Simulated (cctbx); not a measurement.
# A crystallographic session in cctbx: Y4Ge6Rh7

Library: cctbx 2025.11.

## 1. Energy scan

run.py:

```python
from cctbx import adptbx, crystal, miller, xray
from cctbx.array_family import flex
from cctbx.eltbx import sasaki

cs = crystal.symmetry(unit_cell=(8.247, 8.247, 8.247, 90, 90, 90), space_group_symbol='Hall: -I 4 2 3')  # Im-3m
atoms = [  # label, site, U (iso, or U11 U22 U33 U12 U13 U23 in A^2), occupancy
    ("Rh1", (0, 0, 0), (0.0057, 0.0057, 0.0057, 0.0000, 0.0000, 0.0000), 1),
    ("Rh2", (0.25, 0, 0.5), (0.0039, 0.0042, 0.0042, 0.0000, 0.0000, 0.0000), 1),
    ("Y1", (0.25, 0.25, 0.25), (0.0047, 0.0047, 0.0047, -0.0001, -0.0001, -0.0001), 1),
    ("Ge1", (0.6932, 0, 0), (0.0048, 0.0043, 0.0043, 0.0000, 0.0000, 0.0000), 1),
]
xs = xray.structure(crystal_symmetry=cs)
for label, site, u, occ in atoms:
    u = adptbx.u_cif_as_u_star(cs.unit_cell(), u) if isinstance(u, tuple) else u
    xs.add_scatterer(xray.scatterer(label, site=site, u=u, occupancy=occ))
hkl = [(0, 0, 4), (2, 2, 2), (4, 2, 2), (1, 0, 1)]
ms = miller.set(cs, flex.miller_index(hkl + [tuple(-v for v in h) for h in hkl]), anomalous_flag=True)
print("E (eV)    f'(Rh)   f''   " + "".join("%16s" % ("|F|" + " ".join(map(str, h))) for h in hkl))
for e in [22620, 22970, 23100, 23160, 23190, 23205, 23212, 23216, 23224, 23228, 23235, 23250, 23280, 23370, 23620]:
    xs.set_inelastic_form_factors(12398.42 / e, "sasaki")
    t = sasaki.table("Rh").at_ev(e)
    f = flex.abs(ms.structure_factors_from_scatterers(xs, algorithm="direct").f_calc().data())
    n = len(hkl)
    print("%7.0f %7.2f %6.2f  " % (e, t.fp(), t.fdp()) + "".join("%9.1f/%6.1f" % (f[k], f[k + n]) for k in range(n)))
```

```console
$ python run.py
```

```text
E (eV)    f'(Rh)   f''           |F|0 0 4        |F|2 2 2        |F|4 2 2        |F|1 0 1
  22620   -3.25   0.57      845.2/ 845.2    780.9/ 780.9     31.6/  31.6     42.1/  42.1
  22970   -3.99   0.56      835.3/ 835.3    773.9/ 773.9     33.2/  33.2     40.6/  40.6
  23100   -4.67   0.55      826.0/ 826.0    767.2/ 767.2     34.6/  34.6     39.3/  39.3
  23160   -5.33   0.55      817.1/ 817.1    760.8/ 760.8     35.9/  35.9     38.0/  38.0
  23190   -5.98   0.55      808.2/ 808.2    754.4/ 754.4     37.1/  37.1     36.7/  36.7
  23205   -6.62   0.55      799.5/ 799.5    748.2/ 748.2     38.3/  38.3     35.4/  35.4
  23212   -7.19   0.55      791.7/ 791.7    742.5/ 742.5     39.4/  39.4     34.3/  34.3
  23216   -7.80   0.55      783.3/ 783.3    736.5/ 736.5     40.6/  40.6     33.0/  33.0
  23224   -8.75   3.65      773.3/ 773.3    729.1/ 729.1     41.3/  41.3     31.7/  31.7
  23228   -7.54   3.65      789.8/ 789.8    741.0/ 741.0     39.0/  39.0     34.1/  34.1
  23235   -6.80   3.65      800.0/ 800.0    748.4/ 748.4     37.5/  37.5     35.5/  35.5
  23250   -6.06   3.64      810.1/ 810.1    755.7/ 755.7     36.1/  36.1     37.0/  37.0
  23280   -5.34   3.63      820.0/ 820.0    762.8/ 762.8     34.7/  34.7     38.4/  38.4
  23370   -4.39   3.61      832.9/ 832.9    772.1/ 772.1     32.9/  32.9     40.3/  40.3
  23620   -3.37   3.54      846.9/ 846.9    782.2/ 782.2     31.1/  31.1     42.3/  42.3
```

Run time: 0.7 s on 1 thread of AMD EPYC 7R43 64-Core Processor (Zen 3), on a shared host, peak memory 0.07 GiB.

[Logs are printed without paths, hosts, clocks, repeated set-up lines and the standing remarks that a program may print on its own settings, such as how far it seeks lower states.]
